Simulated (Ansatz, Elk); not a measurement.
# Bonding as seen by X-rays: YAl2Pd

The structure of YAl2Pd used here is made up (a known structure type with other elements) and was relaxed beforehand with PBE. The aim is the Fourier transform of its all-electron density, F(hkl), set beside the sum over free spherical atoms that refinements use.

Program: Elk 11.2.3 (patched build). Level of theory: DFT, PBE, all-electron APW+lo, Dirac cores, scalar-relativistic bands, static density, no spin. Results are calculated unless marked as measured.

The structure was built from a prototype and need not be the compound's stable phase.

### Step 1. The structure

The structure is orthorhombic, space group Cmmm (No. 65). The conventional cell has a = 4.331 Å, b = 18.491 Å, c = 4.021 Å, α = 90.00°, β = 90.00°, γ = 90.00°. Nearest to Pd lie 5 Al at 2.47 to 2.62 Å and 1 Pd at 2.93 Å and 4 Y at 3.19 Å. Nearest to Y lie 4 Pd at 3.19 Å and 10 Al at 3.21 to 3.44 Å. Nearest to Al lie 4 Pd at 2.62 Å and 4 Al at 2.95 Å and 4 Y at 3.34 Å. Nearest to Al lie 4 Pd at 2.49 Å and 4 Al at 2.95 Å and 4 Y at 3.44 Å. Nearest to Al lie 1 Pd at 2.47 Å and 2 Al at 2.57 Å and 6 Y at 3.21 to 3.32 Å. Farther neighbours are not listed.

### Step 2. Ground state and structure factors

An all-electron density is needed, since X-rays see the cores too. Task 0 finds the density and task 195 Fourier-transforms it; tshift is off so that phases refer to the origin typed.

The input, elk.in:

```
tasks
  0
  195

xctype
  20

spinpol
  .false.

rgkmax
  7.0

gmaxvr
  14.0

lmaxo
  7

lmaxapw
  8

swidth
  0.002

tshift
  .false.

ramdisk
  .false.

hmaxvr
  5.5

maxscl
  120

epspot
  1e-06

sppath
  './'

avec
  4.09174421312 -17.47167466059 0.00000000000
  4.09174421312 17.47167466059 0.00000000000
  0.00000000000 0.00000000000 7.59784816056

atoms
  3
  'Pd.in'
  2
  0.0793028160 0.9206971840 0.0000000000   0.000000 0.000000 0.000000
  0.9206971840 0.0793028160 0.0000000000   0.000000 0.000000 0.000000
  'Y.in'
  2
  0.3557751682 0.6442248318 0.5000000000   0.000000 0.000000 0.000000
  0.6442248318 0.3557751682 0.5000000000   0.000000 0.000000 0.000000
  'Al.in'
  4
  0.5000000000 0.5000000000 0.0000000000   0.000000 0.000000 0.000000
  0.0000000000 -0.0000000000 0.5000000000   0.000000 0.000000 0.000000
  0.2126626074 0.7873373926 0.0000000000   0.000000 0.000000 0.000000
  0.7873373926 0.2126626074 0.0000000000   0.000000 0.000000 0.000000

ngridk
  5 5 6
```

The run is started by

```bash
$ OMP_NUM_THREADS=4 elk
```

Numbers of over 12 decimals in the logs are rounded to 6 here.

The program printed:

```text
┌─────────────────────────┐
│ Elk code version 11.2.3 │
└─────────────────────────┘

All units are atomic (Hartree, Bohr, etc.)

┌─────────────────────────────────────────────────┐
│ Ground-state run starting from atomic densities │
└─────────────────────────────────────────────────┘

Lattice vectors :
   4.091744213      -17.47167466       0.000000000
   4.091744213       17.47167466       0.000000000
   0.000000000       0.000000000       7.597848161

Reciprocal lattice vectors :
  0.7677881339     -0.1798106200       0.000000000
  0.7677881339      0.1798106200      -0.000000000
  -0.000000000       0.000000000      0.8269690542

Unit cell volume      :    1086.334612
Brillouin zone volume :   0.2283368410

Muffin-tin inner radius fraction :   0.1000000000E-01

Nuclei treated as point charges

Species : 1 (Pd)
 parameters loaded from : Pd.in
 name : palladium
 nuclear charge    :   -46.00000000
 electronic charge :    46.00000000
 atomic mass :    193991.7927
 muffin-tin radius :    2.497103795
 number of radial points in muffin-tin :    993
 inner part over the whole radius :   0.9901275009E-02
 number on inner part of muffin-tin    :    706
 approximate nuclear radius :   0.8586907259E-04
 number of mesh points to nuclear radius :    354
 atomic positions (lattice), magnetic fields (Cartesian) :
  1 :   0.07930282 -0.07930282  0.00000000    0.00000000  0.00000000  0.00000000
  2 :  -0.07930282  0.07930282  0.00000000    0.00000000  0.00000000  0.00000000

Species : 2 (Y)
 parameters loaded from : Y.in
 name : yttrium
 nuclear charge    :   -39.00000000
 electronic charge :    39.00000000
 atomic mass :    162065.4503
 muffin-tin radius :    2.600000000
 number of radial points in muffin-tin :   1193
 inner part over the whole radius :   0.9871815862E-02
 number on inner part of muffin-tin    :    847
 approximate nuclear radius :   0.8135895711E-04
 number of mesh points to nuclear radius :    416
 atomic positions (lattice), magnetic fields (Cartesian) :
  1 :   0.35577517 -0.35577517  0.50000000    0.00000000  0.00000000  0.00000000
  2 :  -0.35577517  0.35577517  0.50000000    0.00000000  0.00000000  0.00000000

Species : 3 (Al)
 parameters loaded from : Al.in
 name : aluminium
 nuclear charge    :   -13.00000000
 electronic charge :    13.00000000
 atomic mass :    49184.33496
 muffin-tin radius :    2.112933981
 number of radial points in muffin-tin :    793
 inner part over the whole radius :   0.9942615465E-02
 number on inner part of muffin-tin    :    552
 approximate nuclear radius :   0.5839653600E-04
 number of mesh points to nuclear radius :    244
 atomic positions (lattice), magnetic fields (Cartesian) :
  1 :   0.50000000  0.50000000  0.00000000    0.00000000  0.00000000  0.00000000
  2 :   0.00000000  0.00000000  0.50000000    0.00000000  0.00000000  0.00000000
  3 :   0.21266261 -0.21266261  0.00000000    0.00000000  0.00000000  0.00000000
  4 :  -0.21266261  0.21266261  0.00000000    0.00000000  0.00000000  0.00000000

Total number of atoms per unit cell :    8
Total muffin-tin volume :    435.7439639
 ratio of muffin-tin to unit cell volume :   0.4011139471

Spin treatment :
 spin-unpolarised

Number of Bravais lattice symmetries :    8
Number of crystal symmetries         :    8
Crystal has inversion symmetry
Real symmetric eigensolver will be used

k-point grid :      5     5     6
k-point offset :    0.000000000       0.000000000       0.000000000
k-point set is reduced with full crystal symmetry group
Total number of k-points :       36

Muffin-tin radius times maximum |G+k| :    7.000000000
 using average radius
Maximum |G+k| for APW functions       :    3.003334208
Maximum (1/2)|G+k|²                   :    4.510008183
Maximum |G| for potential and density :    14.00000000
Constant for pseudocharge density :    9
 order of it for each species :   16  16  16
 order of it for pair densities of each species (exact exchange by exxq0 0: 17) :   11  12   7
Radial integration step length :    1

[...]
correlation                 :     -10.879539841330
 electron entropic           :    -0.17797830608700E-02
 total energy                :     -17837.429956928

Density of states at Fermi energy :    132.2114052
 (states/Hartree/unit cell)

Estimated indirect band gap :   0.3655593660E-03
 from k-point 2 to k-point 8
Estimated direct band gap   :   0.1849132117E-02
 at k-point 25

Charges :
 core                        :    128.0000000
 valence                     :    94.00000000
 interstitial                :    16.28423366
 muffin-tins (core leakage)
  species : 1 (Pd)
[...]
species : 2 (Y)
[...]
species : 3 (Al)
[...]
total in muffin-tins        :    205.7157663
 total calculated charge     :    221.9968881
 total charge                :    222.0000000
 error                       :   0.3111905029E-02

RMS change in Kohn-Sham potential (target) :   0.6671471441     (  0.1000000000E-05)
Absolute change in total energy (target)   :    1.477496228     (  0.1000000000E-03)

[... loops 3 to 17 left out ...]

┌──────────────────┐
│ Loop number : 18 │
└──────────────────┘

Energies :
 Fermi                       :     0.258724
 sum of occupied eigenvalues :     -10559.242204728
 electron kinetic            :      18499.704203755
 core electron kinetic       :      17791.131393525
 Coulomb                     :     -35754.311040141
 Coulomb potential           :     -28300.633145197
 nuclear-nuclear             :     -1885.8386536402
 electron-nuclear            :     -39478.966431764
 Hartree                     :      5610.4940452636
 Madelung                    :     -21603.994467542
 xc potential                :     -758.31326328600
 exchange                    :     -571.50237283409
 correlation                 :     -10.903236186742
 electron entropic           :    -0.12050539532027E-02
 total energy                :     -17837.013650461

Density of states at Fermi energy :    83.62606401
 (states/Hartree/unit cell)

Estimated indirect band gap :   0.5501377620E-03
 from k-point 3 to k-point 26
Estimated direct band gap   :   0.3717076371E-02
 at k-point 26

Charges :
 core                        :    128.0000000
 valence                     :    94.00000000
 interstitial                :    14.14009296
 muffin-tins (core leakage)
  species : 1 (Pd)
[...]
species : 2 (Y)
[...]
species : 3 (Al)
[...]
total in muffin-tins        :    207.8599070
 total calculated charge     :    221.9969019
 total charge                :    222.0000000
 error                       :   0.3098122223E-02

RMS change in Kohn-Sham potential (target) :   0.2096158393E-06 (  0.1000000000E-05)
Absolute change in total energy (target)   :   0.9173917715E-04 (  0.1000000000E-03)

Convergence targets achieved

┌──────────────────┐
│ Loop number : 19 │
└──────────────────┘

Energies :
 Fermi                       :     0.258724
 sum of occupied eigenvalues :     -10559.242186514
 electron kinetic            :      18499.704231344
 core electron kinetic       :      17791.131412148
 Coulomb                     :     -35754.311047313
 Coulomb potential           :     -28300.633157307
 nuclear-nuclear             :     -1885.8386536402
 electron-nuclear            :     -39478.966432565
 Hartree                     :      5610.4940388916
 Madelung                    :     -21603.994468660
 xc potential                :     -758.31326055030
 exchange                    :     -571.50237271296
 correlation                 :     -10.903236160297
 electron entropic           :    -0.12050538523661E-02
 total energy                :     -17837.013629897

Density of states at Fermi energy :    83.62605851
 (states/Hartree/unit cell)

Estimated indirect band gap :   0.5501572813E-03
 from k-point 3 to k-point 26
Estimated direct band gap   :   0.3717057700E-02
 at k-point 26

Charges :
 core                        :    128.0000000
 valence                     :    94.00000000
 interstitial                :    14.14009281
 muffin-tins (core leakage)
  species : 1 (Pd)
[...]
species : 2 (Y)
[...]
species : 3 (Al)
[...]
atom 2                    :    11.12136874     (  0.7477925616E-03)
   atom 3                    :    11.10685946     (  0.7483732414E-03)
   atom 4                    :    11.10685946     (  0.7483732414E-03)
 total in muffin-tins        :    207.8599072
 total calculated charge     :    221.9969019
 total charge                :    222.0000000
 error                       :   0.3098121972E-02

┌──────────────────────────────┐
│ Self-consistent loop stopped │
└──────────────────────────────┘

Warning : core states of species 3 leak from the muffin-tin :   0.7483732414E-03

Wrote STATE.OUT
```

The job ended after 61 s (4 threads of INTEL XEON PLATINUM 8581C at 2.30GHz (Emerald Rapids), shared host; peak memory 0.35 GiB).

SFACRHO.OUT:

```text

h k l indices transformed by vhmat matrix:
   1.000000000       0.000000000       0.000000000    
   0.000000000       1.000000000       0.000000000    
   0.000000000       0.000000000       1.000000000    

      h      k      l  multipl.   |H|            Re(F)            Im(F)           |F|

      0      0      0      1   0.0000000       222.00000      0.68257251E-16   222.00000    
      1     -1      0      2  0.35962124       33.513332     -0.37689803E-14   33.513332    
      2     -2      0      2  0.71924248      -61.537264     -0.28267352E-14   61.537264    
      0     -1      0      4  0.78856229       36.268974      0.37689803E-14   36.268974    
      0      0      1      2  0.82696905       36.404426     -0.24999115E-13   36.404426    
     -1      1      1      4  0.90177894       41.820513      0.84802057E-14   41.820513    
     -1      2      0      4  0.93834181       53.552173      0.37689803E-14   53.552173    
      3     -3      0      2   1.0788637      -18.500102     -0.37689803E-14   18.500102    
      2     -2     -1      4   1.0959870       36.484964     -0.11306941E-13   36.484964    
      0     -1      1      8   1.1426759       92.317754      0.18844902E-13   92.317754    
     -2      3      0      4   1.1822838      -32.001118     -0.10364696E-13   32.001118    
     -2      1      1      8   1.2507450      -81.748864     -0.24498372E-13   81.748864    
      3     -3      1      4   1.3593472      -115.58314     -0.33920823E-13   115.58314    
     -4      4      0      2   1.4384850      -1.2414956      0.65957155E-14   1.2414956    
     -2      3      1      8   1.4428004      -69.227537     -0.11778063E-13   69.227537    
      3     -4      0      4   1.4743676      -143.56995     -0.12484747E-13   143.56995    
      1      1      0      2   1.5355763       163.00802      0.72150239E-14   163.00802    
      2      0      0      4   1.5771246       25.746703     -0.14133676E-14   25.746703
```

Elk indexes on the primitive cell of elk.in and gives |H| = 4π sin θ/λ in inverse bohr. Below, one row stands for each form hkl of the conventional cell (m members, Friedel mates merged), F is for one primitive cell and the density is static (no thermal factor). Free-atom factors are Waasmaier and Kirfel's, and R is Σm||F|−|F'||/Σm|F|.

| hkl | m | sin θ/λ (Å⁻¹) | abs F, DFT | neutral atoms | diff. |
| --- | --- | --- | --- | --- | --- |
| 020 | 2 | 0.054 | 33.513 | 33.658 | -0.144 |
| 040 | 2 | 0.108 | 61.537 | 61.860 | -0.323 |
| 110 | 4 | 0.119 | 36.269 | 36.694 | -0.425 |
| 001 | 2 | 0.124 | 36.404 | 36.759 | -0.355 |
| 021 | 4 | 0.136 | 41.821 | 42.346 | -0.526 |
| 130 | 4 | 0.141 | 53.552 | 53.683 | -0.130 |
| 060 | 2 | 0.162 | 18.500 | 19.011 | -0.511 |
| 041 | 4 | 0.165 | 36.485 | 36.240 | +0.245 |
| 111 | 8 | 0.172 | 92.318 | 93.086 | -0.768 |
| 150 | 4 | 0.178 | 32.001 | 32.542 | -0.541 |
| 131 | 8 | 0.188 | 81.749 | 81.872 | -0.123 |
| 061 | 4 | 0.204 | 115.583 | 116.474 | -0.891 |
| 080 | 2 | 0.216 | 1.242 | 1.683 | -0.442 |
| 151 | 8 | 0.217 | 69.228 | 69.861 | -0.634 |
| 170 | 4 | 0.222 | 143.570 | 144.555 | -0.985 |
| 200 | 2 | 0.231 | 163.008 | 164.257 | -1.249 |
| 220 | 4 | 0.237 | 25.747 | 26.016 | -0.269 |
| 002 | 2 | 0.249 | 158.895 | 159.735 | -0.840 |
| 081 | 4 | 0.249 | 82.667 | 83.081 | -0.414 |
| 171 | 8 | 0.254 | 40.175 | 41.067 | -0.893 |
| 022 | 4 | 0.255 | 24.729 | 25.221 | -0.493 |
| 240 | 4 | 0.255 | 51.340 | 51.242 | +0.098 |

### Step 3. The highest occupied states alone

An energy window below the Fermi level keeps the highest occupied states, to see at which angles they scatter; shallow core shells can lie inside it and anion s states outside. No new self-consistency is needed.

elk.in: that of step 2 with these lines changed.

```diff
@@ -1,3 +1,2 @@
 tasks
-  0
   195
@@ -40,2 +39,5 @@
 
+wsfac
+  -0.292520 0.558720
+
 sppath
```

The run is started by

```bash
$ OMP_NUM_THREADS=4 elk
```

The program printed:

```text
┌─────────────────────────────────┐
│ Elk code version 11.2.3 started │
└─────────────────────────────────┘

Info(readinput): the functional depends on the density's gradient
 muffin-tin radial points multiplied by    2.00000
 (not where nrmtscf is given)

┌────────────────────┐
│ Current task : 195 │
└────────────────────┘
Info(checkmt): changed muffin-tin radius of species 1 (Pd) from   2.6000 to   2.4971
Info(checkmt): changed muffin-tin radius of species 3 (Al) from   2.2000 to   2.1129

Info(sfacrho): density structure factors written to SFACRHO.OUT

 Energy window :  -0.2925200000      0.5587200000

┌──────────────────┐
│ Elk code stopped │
└──────────────────┘
```

It took 13 s on 4 threads; peak memory 0.24 GiB.

States within 15 eV below the Fermi level hold 38.00 electrons; any levels below the window count with the cores. Their amplitudes can exceed the total, where window and core parts have opposite phase:

| hkl | sin θ/λ (Å⁻¹) | abs F, window | abs F, all |
| --- | --- | --- | --- |
| 020 | 0.054 | 9.528 | 33.513 |
| 040 | 0.108 | 3.311 | 61.537 |
| 110 | 0.119 | 12.356 | 36.269 |
| 001 | 0.124 | 15.042 | 36.404 |
| 021 | 0.136 | 5.540 | 41.821 |
| 130 | 0.141 | 0.521 | 53.552 |
| 060 | 0.162 | 9.917 | 18.500 |
| 041 | 0.165 | 3.562 | 36.485 |
| 111 | 0.172 | 8.454 | 92.318 |
| 150 | 0.178 | 7.168 | 32.001 |

### Step 4. Another functional

The difference from free atoms is small, so it is set against the change that LDA (Perdew-Wang) makes.

elk.in: that of step 3 with these lines changed.

```diff
@@ -1,2 +1,3 @@
 tasks
+  0
   195
@@ -4,3 +5,3 @@
 xctype
-  20
+  3
 
@@ -39,5 +40,2 @@
 
-wsfac
-  -0.292520 0.558720
-
 sppath
```

The run is started by

```bash
$ OMP_NUM_THREADS=4 elk
```

The program printed:

```text
┌─────────────────────────┐
│ Elk code version 11.2.3 │
└─────────────────────────┘

All units are atomic (Hartree, Bohr, etc.)

┌─────────────────────────────────────────────────┐
│ Ground-state run starting from atomic densities │
└─────────────────────────────────────────────────┘

Lattice vectors :
   4.091744213      -17.47167466       0.000000000
   4.091744213       17.47167466       0.000000000
   0.000000000       0.000000000       7.597848161

Reciprocal lattice vectors :
  0.7677881339     -0.1798106200       0.000000000
[...]
species : 2 (Y)
[...]
species : 3 (Al)
[...]
atom 3                    :    11.12202748     (  0.7924180843E-03)
   atom 4                    :    11.12202748     (  0.7924180843E-03)
 total in muffin-tins        :    207.9608141
 total calculated charge     :    221.9967395
 total charge                :    222.0000000
 error                       :   0.3260455328E-02

┌──────────────────────────────┐
│ Self-consistent loop stopped │
└──────────────────────────────┘

Warning : core states of species 3 leak from the muffin-tin :   0.7924180843E-03

Wrote STATE.OUT
[key lines of the parts left out:]
total energy                :     -17816.411057528
```

Wall time 38 s (4 threads); peak memory 0.27 GiB; 2 min of CPU time.

Against the first run R = 0.05 %; the largest change is -0.071 at 202.

### Step 5. Basis size

A smaller basis shows how fast F responds to it; the change is likely larger than the basis error of the first run, but doesn't show convergence.

elk.in: that of step 4 with these lines changed.

```diff
@@ -5,3 +5,3 @@
 xctype
-  3
+  20
 
@@ -11,3 +11,3 @@
 rgkmax
-  7.0
+  5.5
```

The run is started by

```bash
$ OMP_NUM_THREADS=4 elk
```

The program printed:

```text
┌─────────────────────────┐
│ Elk code version 11.2.3 │
└─────────────────────────┘

All units are atomic (Hartree, Bohr, etc.)

┌─────────────────────────────────────────────────┐
│ Ground-state run starting from atomic densities │
└─────────────────────────────────────────────────┘

Lattice vectors :
   4.091744213      -17.47167466       0.000000000
   4.091744213       17.47167466       0.000000000
   0.000000000       0.000000000       7.597848161

Reciprocal lattice vectors :
  0.7677881339     -0.1798106200       0.000000000
[...]
species : 2 (Y)
[...]
species : 3 (Al)
[...]
atom 3                    :    11.10335650     (  0.7498529280E-03)
   atom 4                    :    11.10335650     (  0.7498529280E-03)
 total in muffin-tins        :    207.6543751
 total calculated charge     :    221.9970186
 total charge                :    222.0000000
 error                       :   0.2981449227E-02

┌──────────────────────────────┐
│ Self-consistent loop stopped │
└──────────────────────────────┘

Warning : core states of species 3 leak from the muffin-tin :   0.7498529280E-03

Wrote STATE.OUT
[key lines of the parts left out:]
total energy                :     -17836.854878493
```

It took 51 s on 4 threads; peak memory 0.31 GiB; 2.4 min of CPU time.

Against the first run R = 0.04 %; the largest change is +0.099 at 0 14 0.

### Step 6. Settings against the effect

| run | R against the first run (%) | R against neutral atoms, low angle (%) | wall time |
| --- | --- | --- | --- |
| PBE, rgkmax 7 | 0.00 | 0.77 | 61 s |
| LDA (Perdew-Wang) | 0.05 | 0.79 | 38 s |
| rgkmax 5.5 | 0.04 | 0.80 | 51 s |

### Step 7. Outcome

- R against neutral atoms, sin θ/λ < 0.3 Å⁻¹: 0.77 %
- R against neutral atoms, 0.3 to 0.54 Å⁻¹: 0.38 %

Independent neutral atoms miss the calculated amplitudes by R = 0.77 % below 0.3 Å⁻¹ and 0.38 % from there to 0.54 Å⁻¹; by shells, 0.76 % below 0.15 Å⁻¹ (6 forms), 0.78 % 0.15 to 0.3 (28 forms), 0.32 % 0.3 to 0.45 (57 forms), 0.44 % above 0.45 (58 forms). Bonding, aspherical density and the tables' own atoms all enter these figures, and the runs don't part them. The largest change of an amplitude is -1.25 electrons, at 200. Weak lines can change much in proportion: 080 goes from 1.68 to 1.24. The window's part falls from 38.0 electrons at the origin to at most 0.49 between 0.45 and 0.54 Å⁻¹. Below 0.3 Å⁻¹ the changes that finished (LDA (Perdew-Wang) and rgkmax 5.5) move F by R = 0.03 % at most, against the 0.77 % that separates it from free atoms. The k-mesh has no finished test. These runs have no spin, though d or f shells may be open. Part of the difference isn't bonding: the tables are fits to free atoms and ions calculated by other methods than this functional. Thermal motion, anomalous dispersion and extinction are left out.

[Logs are printed without paths, hosts, clocks, repeated set-up lines and the standing remarks that a program may print on its own settings, such as how far it seeks lower states.]

[Hosts, paths, dates, database ids (printed as entryN), source tags and the programs' standing remarks are cut or masked in the printed files.]
